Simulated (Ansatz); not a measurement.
**A convergence test on BaTiO3 (P4mm): k mesh of the density**

Aim: see how gap, energy and time of BaTiO3 (P4mm) follow the k mesh of the density.

Main program and level: Ansatz 0.2.0; DFT, r2SCAN, plane waves, PAW.

The database entry behind the starting cell differs from later determinations by our own check (c/a about 0.6 % short), so it need not match the best structure at ambient conditions.

## Step 1: Starting point

It takes space group P4mm (No. 99, tetragonal). Conventional cell: a = 4.000 Å, b = 4.000 Å, c = 4.018 Å, α = 90.00°, β = 90.00°, γ = 90.00°. Nearest to Ba lie 12 O at 2.79 to 2.88 Å. Ti has 6 O at 1.89 to 2.13 Å nearest. O has 2 Ti at 1.89 to 2.13 Å and 4 Ba at 2.83 Å nearest. Nearest to O lie 2 Ti at 2.00 Å and 4 Ba at 2.79 to 2.88 Å. Farther neighbours and most contacts between anions are not listed.

The cell and positions come from the Crystallography Open Database and are kept as given unless a step says otherwise. Spin-orbit coupling is left out unless a step names it. The default PAW set here is soft_2. Its files were made with PBE.

## Step 2: k mesh of the density: 2×2×2

Input file input.yaml:

```yaml
crystal:
  lattice:
    - [3.9998, 0.0, 0.0]
    - [0.0, 3.9998, 0.0]
    - [0.0, 0.0, 4.018]
  atoms:
    - { symbol: Ba, position: [0.0, 0.0, 0.0] }
    - { symbol: Ti, position: [0.5, 0.5, 0.49] }
    - { symbol: O, position: [0.5, 0.5, 0.019] }
    - { symbol: O, position: [0.5, 0.0, 0.517] }
    - { symbol: O, position: [0.0, 0.5, 0.517] }
kpoints:
  mp_grid: { grid: [2, 2, 2] }
  band_path:
    path:
      - [0.0, 0.0, 0.0]
      - [0.0, 0.5, 0.0]
      - [0.5, 0.5, 0.0]
      - [0.0, 0.0, 0.5]
      - [0.0, 0.5, 0.5]
      - [0.5, 0.5, 0.5]
    npoints: 1
hamiltonian:
  xc: r2scan
scf:
  occupations: { method: fixed }
  n_extra_bands: 5
output:
  eigenvalues: true
  forces: true
  stress: true
```

Started as:

```bash
$ ansatz run input.yaml --threads 3 --pin off --max-ram 64512MiB --backend cuda --events-out ev --progress --plain --runs-dir out --devices 1 --max-vram 24GiB  # rebuilt from the run's record
```

Numbers of over 12 decimals in the logs are rounded to 6 here.

The log of the run:

```text
scf.n_extra_bands = 5 over 20 filled bands (N_el = 40.0): the run solves 25 bands
GPUs: using 1 of 1 available (devices: 1).
Engine: ansatz 0.2.0, x86_64-unknown-linux-gnu
Pseudopotentials: kind: paw
Pseudopotential: Ba, paw, valence charge 10, recommended cutoff 500 eV (meta_gga), Ba.paw.azcp
Pseudopotential: Ti, paw, valence charge 12, recommended cutoff 500 eV (meta_gga), Ti.paw.azcp
Pseudopotential: O, paw, valence charge 6, recommended cutoff 500 eV (meta_gga), O.paw.azcp
Functional definition: r2SCAN
  parameter k0 = 0.174
  parameter k1 = 0.065
  parameter a1 = 4.9479
  exchange = r2scan_x(k0 = k0, k1 = k1, a1 = a1)
  correlation = r2scan_c
device memory: the entry about to start is reckoned to put 2.3 GiB on a device that reports 65.2 GiB free (of which the cap on the GPU budget leaves the run 24.0 GiB)
GPU FFT provider: cuFFT
GPU libraries: cuBLAS 13.8.2, cuFFT 12.4.0, cuSOLVER 12.3.4
Crystal: 5 atoms, lattice volume = 64.282 Å³
Basis set: ecut = 500 eV, 1647 PW (Γ), exchange–correlation on 120×120×120 points (64 copies of the dense FFT grid, shifted against one another)
Bands: 25, of which v1, the nominal top of the filled ones, is band 20 counted from 1 (19 counted from 0)
Symmetry: 8 space group operations
Space group: P4mm (ITA 99), of the structure as read, at distance tolerance 4.0e-5 Å
k-points: 6 of 8
Non-local potential: Ba, projectors of the file, l = 0: 3, l = 1: 2, l = 2: 2, l = 3: 2
Non-local potential: Ti, projectors of the file, l = 0: 3, l = 1: 2, l = 2: 3, l = 3: 1
Non-local potential: O, projectors of the file, l = 0: 2, l = 1: 2, l = 2: 1
PAW form: soft (Blöchl's): semilocal exchange-correlation on the pseudo side does not see the compensation charge
PAW frozen core: Ba, regenerated for the run's functional (the file was generated under x = pbe(κ = 0.804, μ = 0.219515), c = pbe(β = 0.066725))
PAW frozen core: Ti, regenerated for the run's functional (the file was generated under x = pbe(κ = 0.804, μ = 0.219515), c = pbe(β = 0.066725))
PAW frozen core: O, regenerated for the run's functional (the file was generated under x = pbe(κ = 0.804, μ = 0.219515), c = pbe(β = 0.066725))
PAW one-centre angular grid: Ba, 302 points (default); XC on 160 Gauss nodes
PAW one-centre angular grid: Ti, 590 points (default); XC on 160 Gauss nodes
PAW one-centre angular grid: O, 302 points (default); XC on 160 Gauss nodes
Initial density: superposition of atomic densities (neutral atoms: chi_scale 0, normalization atom), corrected by the library's trained network
Initial wavefunctions: pseudopotential atomic-orbital guess
GPU buffer pool allocated for 27000 grid points (all kernels)
GPU transforms: local potential and band sums: pruned to the plane-wave sphere, on 30×30×30
Functional: x = r2scan, c = r2scan; τ floored in thin density (d = 2e-4 eV/Å³)
SCF iter   1: F=—  HF=-10183.171789 eV  |F-HF|=—  |Δ(HF+E_count)|=         —  Δρ=3.09e-2  dr2=7.76e-1  dr2_τ=2.98e-1  ethr=1.77e-3  ⟨swp⟩=4.2  Hψ=630  notcnv=0  defer=10
preconditioner: auto → Resta (q_TF=auto, 2.521 Å⁻¹)  ε∞=5.1  [insulator: Δε(μ)=2.699 eV  Ē_g=12.880 eV  n_scr=18 (ndim 8)  ℏωp=26.2 eV  f_vac=0.000  ε∞_Penn≈5.1]
SCF iter   2: F=—  HF=-10183.200410 eV  |F-HF|=—  |Δ(HF+E_count)|=   2.86e-2  Δρ=1.47e-2  dr2=8.09e-2  dr2_τ=3.94e-2  ethr=1.77e-3  ⟨swp⟩=3.0  Hψ=305  notcnv=0  defer=10
SCF iter   3: F=—  HF=-10183.190419 eV  |F-HF|=—  |Δ(HF+E_count)|=   9.99e-3  Δρ=4.56e-3  dr2=8.59e-3  dr2_τ=6.49e-4  ethr=2.02e-4  ⟨swp⟩=2.3  Hψ=231  notcnv=0  defer=11
SCF iter   4: F=—  HF=-10183.190057 eV  |F-HF|=—  |Δ(HF+E_count)|=   3.62e-4  Δρ=1.88e-3  dr2=1.75e-3  dr2_τ=2.36e-4  ethr=2.15e-5  ⟨swp⟩=2.7  Hψ=247  notcnv=0  defer=15
SCF iter   5: F=—  HF=-10183.189875 eV  |F-HF|=—  |Δ(HF+E_count)|=   1.82e-4  Δρ=4.66e-4  dr2=1.10e-4  dr2_τ=1.28e-5  ethr=4.37e-6  ⟨swp⟩=2.0  Hψ=233  notcnv=0  defer=15
SCF iter   6: F=—  HF=-10183.189779 eV  |F-HF|=—  |Δ(HF+E_count)|=   9.64e-5  Δρ=1.29e-4  dr2=8.90e-6  dr2_τ=1.51e-6  ethr=2.74e-7  ⟨swp⟩=2.0  Hψ=224  notcnv=0  defer=7
SCF iter   7: F=—  HF=-10183.189834 eV  |F-HF|=—  |Δ(HF+E_count)|=   5.48e-5  Δρ=3.75e-5  dr2=7.82e-7  dr2_τ=4.34e-8  ethr=2.22e-8  ⟨swp⟩=2.3  Hψ=246  notcnv=0  defer=6
SCF iter   8: F=-10183.189834 eV  HF=-10183.189834 eV  |F-HF|=5.42e-8  |Δ(HF+E_count)|=   2.85e-7  Δρ=9.97e-6  dr2=7.31e-8  dr2_τ=4.91e-9  ethr=2.50e-10  ⟨swp⟩=9.8  Hψ=871  notcnv=0
SCF 1 converged in 8 iterations: F = -10183.189834 eV  dr2 = 7.31e-8
[...]
device memory: the entry about to start is reckoned to put 1.4 GiB on a device that reports 65.2 GiB free (of which the cap on the GPU budget leaves the run 24.0 GiB)
NSCF: frozen V_eff on 6 k-points
SCF converged after 8 iterations
Free energy (F): -10183.189834 eV
Harris-Foulkes:  -10183.189834 eV  (|F-HF|=5.42e-8)
Internal energy: -10183.189834 eV  (E = F + TS)
E sigma→0 (E₀):  -10183.189834 eV
Fermi energy:    10.081278 eV
--- Per-component energies (eV) ---
  E_band       = -175.192871
  E_kinetic    = 974.256817
  E_local      = -2098.898053  (includes V_loc(G=0)·N_el)
  E_nonlocal   = 199.176524
  E_hartree    = 819.057414
  E_xc         = -475.267426
  E_vxc        = -604.038133  (∫ρ·V_xc dr)
  E_paw        = -6784.861389  (= ΣΔE_a)
  E_vpaw       = -320.504996  (= ΣTr[D̂ρ^β])
  E_aug_tail   = 0.003082  (compensation charges beyond the density's cutoff)
  E_vtau       = 36.699754  (kinetic-family band-sum trace: ∫τ·v_τ [+ j·A + Jᵃ·Aᵃ] dr)
  E_ewald      = -2816.377938
  E_core_change = -0.278864  (= ΣΔE_core)
  E_smearing   = -0.000000  (= −TS)
  E_closure    = -0.000000  (closes the sum)
  Σ components = -10183.189834   (vs F -10183.189834, Δ=0.00e0)
--- Forces (eV/Å), atoms counted from 1 ---
  atom   1  Ba    -0.00000000    -0.00000000    -0.03668006
  atom   2  Ti    -0.00000000     0.00000000    -2.03110260
  atom   3  O      0.00000000     0.00000000     1.20912982
  atom   4  O      0.00000000     0.00000000     0.42933589
  atom   5  O      0.00000000     0.00000000     0.42933589
  max |Σ_I F_I| component: 1.89e-5 eV/Å
--- Stress (GPa, compression-positive) ---
        0.759954      -0.000000       0.000000
       -0.000000       0.759954      -0.000000
        0.000000      -0.000000       2.204894
  P = ⅓ Tr σ = 1.2416 GPa (12.416 kbar)
--- Band table (eV; the first three rows and the last of 6) ---
  k-point 0: bands = [... 16 lower, 8.8827, 9.7851, 9.8047, 9.8047, 11.9852, 12.2075, 12.2075, 14.1102, ... 1 higher]
  k-point 1: bands = [... 16 lower, 8.1572, 8.1698, 9.3735, 9.3735, 12.0968, 13.7405, 13.7405, 14.1105, ... 1 higher]
  k-point 2: bands = [... 16 lower, 8.2091, 8.3358, 9.1186, 9.2254, 12.3005, 13.6782, 13.7173, 14.1959, ... 1 higher]
  k-point 5: bands = [... 16 lower, 7.6368, 9.9881, 9.9881, 10.0813, 14.3592, 14.3604, 14.3604, 17.2576, ... 1 higher]
```

It took 3 s on 1 × NVIDIA H100 80GB HBM3 (shared by 3 runs) with 3 threads of AMD EPYC 7R13 (Zen 3), shared host; peak memory 1 GiB; 4.3 s of CPU time.

Numbers from this step:

* pressure: 1.242 GPa
* gap: 1.904 eV
* valence top at: A
* conduction bottom at: Γ
* least direct gap: 2.181 eV

The gap is indirect, with the least direct gap 0.28 eV higher.

## Step 3: k mesh of the density: 4×4×4

input.yaml: that of step 2 with these lines changed.

```diff
@@ -12,3 +12,3 @@
 kpoints:
-  mp_grid: { grid: [2, 2, 2] }
+  mp_grid: { grid: [4, 4, 4] }
   band_path:
```

The log of the run:

```text
[...]
GPUs: using 1 of 1 available (devices: 1).
[...]
GPU FFT provider: cuFFT
GPU libraries: cuBLAS 13.8.2, cuFFT 12.4.0, cuSOLVER 12.3.4
Crystal: 5 atoms, lattice volume = 64.282 Å³
Basis set: ecut = 500 eV, 1647 PW (Γ), exchange–correlation on 120×120×120 points (64 copies of the dense FFT grid, shifted against one another)
[...]
k-point 0: bands = [... 16 lower, 8.8067, 9.7125, 9.7373, 9.7373, 12.1707, 12.3742, 12.3742, 14.2958, ... 1 higher]
  k-point 1: bands = [... 16 lower, 8.4217, 8.7518, 9.5023, 9.5023, 12.2296, 13.1869, 13.1869, 14.2953, ... 1 higher]
  k-point 2: bands = [... 16 lower, 8.0913, 8.1031, 9.3014, 9.3014, 12.2905, 13.9016, 13.9016, 14.2962, ... 1 higher]
  k-point 17: bands = [... 16 lower, 7.6144, 9.9071, 9.9071, 9.9935, 14.5285, 14.5285, 14.5316, 17.2631, ... 1 higher]
[key lines of the parts left out:]
SCF converged after 9 iterations
Free energy (F): -10183.797257 eV
Fermi energy:    9.993473 eV
P = ⅓ Tr σ = -0.7632 GPa (-7.632 kbar)
```

Elapsed: 4.3 s, on 1 × NVIDIA H100 80GB HBM3 (shared by 3 runs) with 3 threads; peak memory 1 GiB; 4.4 s of CPU time.

This step gave:

```
pressure             : -0.7632 GPa
gap                  : 2.177 eV
valence top at       : A
conduction bottom at : Γ
least direct gap     : 2.433 eV
```

The gap is 2.177 eV, +0.273 eV from the run before at this level.

## Step 4: k mesh of the density: 6×6×6 (the default)

input.yaml, the sections that differ from step 3:

```yaml
kpoints:
  mp_grid: { grid: [6, 6, 6] }
  band_path:
    path:
      - [[0.0, 0.0, 0.0], [0.0, 0.5, 0.0], [0.5, 0.5, 0.0], [0.0, 0.0, 0.0], [0.0, 0.0, 0.5], [0.0, 0.5, 0.5], [0.5, 0.5, 0.5], [0.0, 0.0, 0.5]]
      - [[0.0, 0.5, 0.0], [0.0, 0.5, 0.5]]
      - [[0.5, 0.5, 0.0], [0.5, 0.5, 0.5]]
    npoints: 10
scf:
  occupations: { method: fermi_dirac, width: 0.02 }
  n_extra_bands: 5
output:
  eigenvalues: true
  forces: true
  stress: true
  write_density: true
  write_potential: true
  elf: true
  volumetric_format: npy
# crystal, hamiltonian: as in step 3
```

The log of the run:

```text
[...]
GPUs: using 1 of 1 available (devices: 1).
[...]
GPU FFT provider: cuFFT
GPU libraries: cuBLAS 13.8.2, cuFFT 12.4.0, cuSOLVER 12.3.4
Crystal: 5 atoms, lattice volume = 64.282 Å³
Basis set: ecut = 500 eV, 1647 PW (Γ), exchange–correlation on 120×120×120 points (64 copies of the dense FFT grid, shifted against one another)
[...]
k-point 0: bands = [... 16 lower, 8.8055, 9.7105, 9.7360, 9.7360, 12.1780, 12.3806, 12.3806, 14.3031, ... 1 higher]
  k-point 1: bands = [... 16 lower, 8.6047, 9.1668, 9.6136, 9.6136, 12.2072, 12.8059, 12.8059, 14.3025, ... 1 higher]
  k-point 2: bands = [... 16 lower, 8.2498, 8.4047, 9.3972, 9.3972, 12.2672, 13.5573, 13.5573, 14.3029, ... 1 higher]
  k-point 39: bands = [... 16 lower, 7.6147, 9.9047, 9.9047, 9.9921, 14.5352, 14.5352, 14.5388, 17.2631, ... 1 higher]
[key lines of the parts left out:]
SCF converged after 9 iterations
Free energy (F): -10183.806469 eV
Fermi energy:    11.090424 eV
P = ⅓ Tr σ = -0.7816 GPa (-7.816 kbar)
```

The job ended after 4.7 s (1 × NVIDIA H100 80GB HBM3 (shared by 3 runs) with 3 threads; peak memory 1.1 GiB; 6.2 s of CPU time).

This step gave:

- pressure: -0.7816 GPa
- gap: 2.186 eV
- valence top at: A
- conduction bottom at: Γ
- least direct gap: 2.442 eV

The gap is 2.186 eV, +0.009 eV from the run before at this level.

## Step 5: k mesh of the density: 8×8×8

input.yaml, the sections that differ from step 4:

```yaml
kpoints:
  mp_grid: { grid: [8, 8, 8] }
  band_path:
    path:
      - [0.0, 0.0, 0.0]
      - [0.0, 0.5, 0.0]
      - [0.5, 0.5, 0.0]
      - [0.0, 0.0, 0.5]
      - [0.0, 0.5, 0.5]
      - [0.5, 0.5, 0.5]
    npoints: 1
scf:
  occupations: { method: fixed }
  n_extra_bands: 5
output:
  eigenvalues: true
  forces: true
  stress: true
# crystal, hamiltonian: as in step 4
```

The log of the run:

```text
[...]
GPUs: using 1 of 1 available (devices: 1).
[...]
GPU FFT provider: cuFFT
GPU libraries: cuBLAS 13.8.2, cuFFT 12.4.0, cuSOLVER 12.3.4
Crystal: 5 atoms, lattice volume = 64.282 Å³
Basis set: ecut = 500 eV, 1647 PW (Γ), exchange–correlation on 120×120×120 points (64 copies of the dense FFT grid, shifted against one another)
[...]
k-point 0: bands = [... 16 lower, 8.8056, 9.7105, 9.7360, 9.7360, 12.1782, 12.3809, 12.3809, 14.3033, ... 1 higher]
  k-point 1: bands = [... 16 lower, 8.6857, 9.3713, 9.6629, 9.6629, 12.1953, 12.6358, 12.6358, 14.3029, ... 1 higher]
  k-point 2: bands = [... 16 lower, 8.4206, 8.7506, 9.5013, 9.5013, 12.2372, 13.1931, 13.1931, 14.3028, ... 1 higher]
  k-point 74: bands = [... 16 lower, 7.6148, 9.9046, 9.9046, 9.9921, 14.5354, 14.5354, 14.5391, 17.2630, ... 1 higher]
[key lines of the parts left out:]
SCF converged after 9 iterations
Free energy (F): -10183.806682 eV
Fermi energy:    9.992140 eV
P = ⅓ Tr σ = -0.7816 GPa (-7.816 kbar)
```

Wall time 6.6 s (1 × NVIDIA H100 80GB HBM3 (shared by 3 runs) with 3 threads); peak memory 1 GiB; 11 s of CPU time.

This step gave:

* pressure: -0.7816 GPa
* gap: 2.186 eV
* valence top at: A
* conduction bottom at: Γ
* least direct gap: 2.442 eV

The gap is 2.186 eV, as in the run before at this level.

## Step 6: The series

Differences are against the last row; a negative gap means that bands overlap, and a run with a band path holds that path's time. Times are wall times on 1 × NVIDIA H100 80GB HBM3 (shared by 3 runs) with 3 threads of AMD EPYC 7R13 (Zen 3), shared host, good to a factor of about two.

| k mesh of the density | gap (eV) | direct gap (eV) | gap error (eV) | energy error (meV/atom) | irreducible k | time |
| --- | --- | --- | --- | --- | --- | --- |
| 2×2×2 | 1.904 | 2.181 | −0.282 | +123.4 | 6 | 3 s |
| 4×4×4 | 2.177 | 2.433 | −0.009 | +1.9 | 18 | 4.3 s |
| 6×6×6 | 2.186 | 2.442 | −0.0002 | +0.0 | 40 | 4.7 s |
| 8×8×8 | 2.186 | 2.442 | +0.000 | +0.0 | 75 | 6.6 s |

## Step 7: Outcome

| Property | Result |
| --- | --- |
| 2×2×2 | 1.904 eV |
| 4×4×4 | 2.177 eV |
| 6×6×6 | 2.186 eV |
| 8×8×8 | 2.186 eV |

**Reading.** The gap holds to 0.02 eV from 4×4×4 on. At 2×2×2 the gap is off by −0.282 eV and the energy by +123 meV/atom. The gap is read over the mesh and added points near the edges, so meshes differ mainly through the density and, for a hybrid, the exchange operator.

[Paths, hosts, dates, memory and timing lines, banners, echoed tables and standing remarks are left out of the program output.]

[Logs are printed without paths, hosts, clocks, repeated set-up lines and the standing remarks that a program may print on its own settings, such as how far it seeks lower states.]

[Runs of the session that timed out or met a known fault of the program may be left out.]

[Cells called generated may have been cut or substituted from an entry of the Crystallography Open Database or the Materials Project.]

[Hosts, paths, dates, database ids (printed as entryN), source tags and the programs' standing remarks are cut or masked in the printed files.]
